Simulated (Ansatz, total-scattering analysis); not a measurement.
## Isotope substitution on Ti in La4Ti9O24

Two samples of La4Ti9O24 (La 10.8, Ti 24.3, O 64.9 atom %; 2000 K, fixed volume (mean pressure 6.6 GPa); ρ₀ = 0.0748 Å⁻³) differ only in the isotope of Ti: 46Ti (b = 4.72 fm) and 48Ti (b = -5.86 fm). Other lengths: La 8.24, O 5.8037 fm. The data are simulated by ab initio molecular dynamics with Ansatz (PBE, plane waves, PAW default files, Langevin thermostat, no spin, fixed volume), at a lowered cutoff of 330 eV. The average runs over 0.86 ps of 74 atoms, so shells between rare elements are rough. Mean temperature 2125 K, largest m.s.d. 1.87 Å², energy drift -3 meV an atom (last third less first, no steady trend), Langevin friction 10 ps⁻¹; the first quarter of the run is discarded. Preparation: a classical melt of Nd4Ti9O24 with the elements renamed and the cell rescaled, then 0.2 ps at 2800 K with a cheaper basis and a friction of 10 ps⁻¹ (mean temperature of the first stage 2894 K), too short to forget the start in full. So short a stretch relaxes bonds and nearest shells but still remembers its start. It is a liquid as far as so short a run tells. The partials come from the cell's reciprocal vectors below 4 Å⁻¹ and from g(r) above; absorption, incoherent and inelastic scattering are left out. F(Q) = Σ ci cj bi bj (Sij − 1), in barn per steradian and atom:

```csv
Q (Å⁻¹),46Ti,48Ti,difference
0.9,-0.317,-0.274,-0.043
1.2,-0.295,-0.309,0.013
1.5,-0.270,-0.285,0.015
1.8,-0.168,-0.253,0.085
2.1,-0.158,-0.144,-0.014
2.4,-0.096,0.190,-0.286
2.7,0.096,0.483,-0.387
3.0,0.062,0.162,-0.100
3.3,0.013,-0.049,0.062
3.6,0.028,-0.116,0.144
3.9,0.011,-0.129,0.140
4.2,0.008,-0.093,0.101
4.5,0.002,-0.065,0.067
4.8,0.009,-0.010,0.019
5.1,0.016,0.052,-0.036
5.4,0.004,0.070,-0.066
5.7,-0.019,0.048,-0.067
6.0,-0.031,0.024,-0.055
6.3,-0.026,0.010,-0.036
6.6,-0.011,-0.004,-0.007
6.9,0.004,-0.019,0.023
7.2,0.016,-0.027,0.043
7.5,0.022,-0.025,0.047
7.8,0.020,-0.016,0.036
8.1,0.009,-0.005,0.014
8.4,-0.001,0.005,-0.007
8.7,-0.007,0.012,-0.019
9.0,-0.010,0.015,-0.025
9.3,-0.012,0.013,-0.025
9.6,-0.010,0.008,-0.018
9.9,-0.005,0.002,-0.007
10.2,0.000,-0.003,0.003
10.5,0.004,-0.007,0.011
10.8,0.009,-0.008,0.017
```

The first difference in real space, ΔG(r), in barn (from the pair functions, so without the broadening of a finite Q range):

```csv
r (Å),first difference G(r)
1.22,-0.233
1.30,-0.233
1.38,-0.233
1.46,-0.233
1.54,-0.224
1.62,-0.101
1.70,0.284
1.78,0.714
1.86,0.799
1.94,0.634
2.02,0.392
2.10,0.167
2.18,0.058
2.26,-0.029
2.34,-0.095
2.42,-0.136
2.50,-0.153
2.58,-0.169
2.66,-0.175
2.74,-0.182
2.82,-0.186
2.90,-0.180
2.98,-0.171
3.06,-0.157
3.14,-0.135
3.22,-0.115
3.30,-0.062
3.38,-0.028
3.46,-0.024
3.54,0.036
3.62,0.059
3.70,0.065
3.78,0.055
3.86,0.079
3.94,0.090
4.02,0.085
4.10,0.089
4.18,0.089
4.26,0.079
4.34,0.067
4.42,0.059
```

Q: What does the difference say of the neighbours of Ti?

Pairs without Ti cancel. ΔG(r) = Σ W [g(r) − 1] with W = 2 c(Ti) c(j) b(j) Δb, and c(Ti)² (b₁² − b₂²) for Ti–Ti: Ti–La 0.0459, Ti–Ti -0.0071, Ti–O 0.1938 barn. At small r, ΔG → −ΣW = -0.232; in this finite cell the Ti–Ti term carries (N − 1)/N with N = 18 atoms of Ti, which gives -0.233.

The first feature, at 1.87 Å, is Ti–O. n = 4πρ₀ c(O)/W ∫ r² [ΔG − ΔG(0)] dr up to 2.82 Å gives 5.4 O around each Ti; the coordinates give 5.46 up to 2.82 Å.

Shells of Ti from the coordinates: Ti–O at 1.87 Å, 5.5 neighbours to 2.82 Å; Ti–Ti at 3.51 Å, 6.0 neighbours to 4.30 Å, a soft count; La–Ti at 3.63 Å, 3.9 neighbours to 4.86 Å, a soft count (first peaks with a usable minimum only).

[Logs are printed without paths, hosts, clocks, repeated set-up lines and the standing remarks that a program may print on its own settings, such as how far it seeks lower states.]
